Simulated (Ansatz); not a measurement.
# Kohn anomalies in LuHg (Pm-3m), part 2 of 2

Does LuHg (Pm-3m) have a Kohn anomaly or a soft branch that a wide smearing hides?

Ansatz 0.2.0; DFT PBEsol, scalar-relativistic, plane waves, PAW.

So far. Step 2 (Relaxation): The largest force is now zero by symmetry and the largest stress component 0.029 GPa, small enough for phonons. Step 4 (Phonons along a line: Fermi–Dirac smearing of 0.25 eV): Against step 3 (now smearing width 0.25 eV), the free energy moves by -59.9 meV an atom. The relaxed cell has a = 3.589 Å (conventional setting).

## 5. Wavevectors along a line: Fermi–Dirac smearing of 0.04 eV (continued)

Each wavevector solved by linear response. Frequency against |q| along the line:

```
|q| along the line (Å⁻¹)  mode 1 = mode 2 (cm⁻¹)  mode 3 (cm⁻¹)  mode 4 = mode 5 (cm⁻¹)  mode 6 (cm⁻¹)
                   0.000                       0              0                    85.7           85.7
                   0.109                    10.9           16.5                    85.5           87.1
                   0.328                    30.7           45.9                    83.2           94.7
                   0.547                    46.2           65.4                    79.4            103
                   0.766                    57.1           71.1                    75.5            111
```

Against step 3 (now smearing width 0.04 eV), the free energy moves by +9.1 meV an atom.

## 6. Wavevectors along a line: Methfessel–Paxton smearing of 0.2 eV

The smearing blurs the Fermi surface that screens the phonons; a Methfessel–Paxton width blurs it less than a thermal one.

Contents of input.yaml:

```yaml
crystal:
  lattice:
    - [3.5891338646, 0.0, 0.0]
    - [0.0, 3.5891338646, 0.0]
    - [0.0, 0.0, 3.5891338646]
  atoms:
    - { symbol: Lu, position: [0.5, 0.5, 0.5] }
    - { symbol: Hg, position: [0.0, 0.0, 0.0] }
kpoints:
  mp_grid: { grid: [16, 16, 16] }
hamiltonian:
  xc: pbesol
scf:
  occupations: { method: methfessel_paxton, width: 0.2 }
output:
  eigenvalues: true
phonons:
  method: dfpt
  qpoints:
    - [0, 0, 0]
    - [0.0, 0.0625, 0.0]
    - [0.0, 0.1875, 0.0]
    - [0.0, 0.3125, 0.0]
    - [0.0, 0.4375, 0.0]
```

Started as:

```console
ansatz run input.yaml --threads 4 --pin off --max-ram 8192MiB --backend cpu --events-out ev --progress --plain --runs-dir out
```

Numbers of over 12 decimals in the logs are rounded to 6 here.

Log:

```text
[...]
Crystal: 2 atoms, lattice volume = 46.235 Å³
Basis set: ecut = 420 eV, 895 PW (Γ), exchange–correlation on 48×48×48 points (8 copies of the dense FFT grid, shifted against one another)
Bands: 27, of which v1, the nominal top of the filled ones, is band 23 counted from 1 (22 counted from 0)
Symmetry: 48 space group operations
k-points: 165 of 4096
[...]
SCF iter   1: F=—  HF=-28280.570648 eV  |F-HF|=—  |Δ(HF+E_count)|=         —  Δρ=2.73e-3  dr2=3.15e-3  ethr=1.77e-3  ⟨swp⟩=5.2  Hψ=22205  notcnv=0
[...]
SCF iter  10: F=-28280.568517 eV  HF=-28280.568517 eV  |F-HF|=7.28e-12  |Δ(HF+E_count)|=    0.00e0  S|Δr|=    0.00e0  Δρ=4.23e-8  dr2=8.57e-13  ethr=1.00e-12  ⟨swp⟩=8.8  Hψ=31430  notcnv=0
SCF 1 converged in 10 iterations: F = -28280.568517 eV  dr2 = 8.57e-13
[...]
SCF converged after 10 iterations
Stability not checked: this state was not tested for a lower state beside it, because cold or Methfessel-Paxton smearing, or corrected tetrahedra, fill the levels in a way that the test cannot read (fill_not_monotonic; see scf.lower_state_search)
Free energy (F): -28280.568517 eV
[...]
Internal energy: -28280.574019 eV  (E = F + TS)
E sigma→0 (E₀):  -28280.569893 eV
Entropy (-TS):   0.005502 eV (2.751 meV/atom)
Fermi energy:    16.975790 eV
[...]
--- Band table (eV; the first three rows and the last of 165) ---
  k-point 0: bands = [... 19 lower, 11.4430, 11.4629, 17.4316, 17.4316, 21.4780, 21.4780, 21.4780, 21.5245]
  k-point 1: bands = [... 19 lower, 11.4448, 11.4648, 17.3976, 17.4182, 20.7933, 20.7933, 21.1581, 21.4644]
  k-point 2: bands = [... 19 lower, 11.4500, 11.4704, 17.2245, 17.3798, 20.1503, 20.1503, 20.5523, 21.4260]
  k-point 164: bands = [... 19 lower, 11.4674, 14.8491, 14.8491, 14.8491, 15.4101, 22.3244, 22.3244, 22.3244]
[...]
ASR residual: 2.586e-5 → 0.000e0 eV/Å²; symmetrization residual: 5.412e-6 eV/Å²
  ASR residual per site (eV/Å²): 2.59e-5 1.43e-6
  Γ frequencies (cm⁻¹): 0.00 0.00 0.00 85.79 85.79 85.79
[...]
--- Phonons (arbitrary-q DFPT): 5 explicit q-points ---
[...]
```

It took 7.4 min on 4 threads of Arm Neoverse V2, shared host; peak memory 3.8 GiB; 28 min of CPU time.

Each wavevector solved by linear response. The frequency by |q| along the line:

```
|q| along the line (Å⁻¹)  mode 1 = mode 2 (cm⁻¹)  mode 3 (cm⁻¹)  mode 4 = mode 5 (cm⁻¹)  mode 6 (cm⁻¹)
                   0.000                       0              0                    85.8           85.8
                   0.109                    10.8           16.4                    85.5           87.0
                   0.328                    30.4           45.8                    83.1           94.4
                   0.547                    45.9           65.4                    79.4            103
                   0.766                    56.9           70.9                    75.3            111
```

Against step 3 (now occupations Methfessel-Paxton and smearing width 0.2 eV), the free energy moves by +11.6 meV an atom.

## 7. Smearing and the soft branch

The lowest frequency by |q| along the line:

```
|q| along the line (Å⁻¹)  fermi dirac 0.1 eV, k 16x16x16 (cm⁻¹)  fermi dirac 0.25 eV, k 16x16x16 (cm⁻¹)  fermi dirac 0.04 eV, k 16x16x16 (cm⁻¹)  methfessel paxton 0.2 eV, k 16x16x16 (cm⁻¹)
                   0.000                                      0                                       0                                       0                                            0
                   0.109                                   10.7                                    10.6                                    10.9                                         10.8
                   0.328                                   30.2                                    30.3                                    30.7                                         30.4
                   0.547                                   46.2                                    46.7                                    46.2                                         45.9
                   0.766                                   57.3                                    57.8                                    57.1                                         56.9
```

## 8. What came out

| Item | Value |
| --- | --- |
| phonon run of the rows without a label of their own | PBEsol, k 16×16×16 |
| lowest branch at the last solved point, Fermi–Dirac 0.1 eV | 57.3 cm⁻¹ at \|q\| = 0.766 Å⁻¹ |
| lowest branch at the last solved point, Fermi–Dirac 0.25 eV | 57.8 cm⁻¹ at \|q\| = 0.766 Å⁻¹ |
| lowest branch at the last solved point, Fermi–Dirac 0.04 eV | 57.1 cm⁻¹ at \|q\| = 0.766 Å⁻¹ |
| lowest branch at the last solved point, Methfessel–Paxton 0.2 eV | 56.9 cm⁻¹ at \|q\| = 0.766 Å⁻¹ |

In words: No branch softens by more than 4 % of the top frequency as the smearing narrows, so no anomaly that hangs on the smearing shows at these points. The line holds 5 wavevectors, so a narrow dip between them would be missed. Between Fermi–Dirac 0.25 eV and Fermi–Dirac 0.04 eV the largest change, with modes counted by rank of frequency, is in mode 3 at |q| = 0.766 Å⁻¹, from 73.4 to 71.1 cm⁻¹. Where branches cross, a count by rank can hide a softening. At the narrowest width the k mesh may not resolve the Fermi surface, so part of the change can be mesh noise. Spin–orbit coupling, left out here, matters for Hg.

[Logs are printed without paths, hosts, clocks, repeated set-up lines and the standing remarks that a program may print on its own settings, such as how far it seeks lower states.]

[Hosts, paths, dates, database ids (printed as entryN), source tags and the programs' standing remarks are cut or masked in the printed files.]
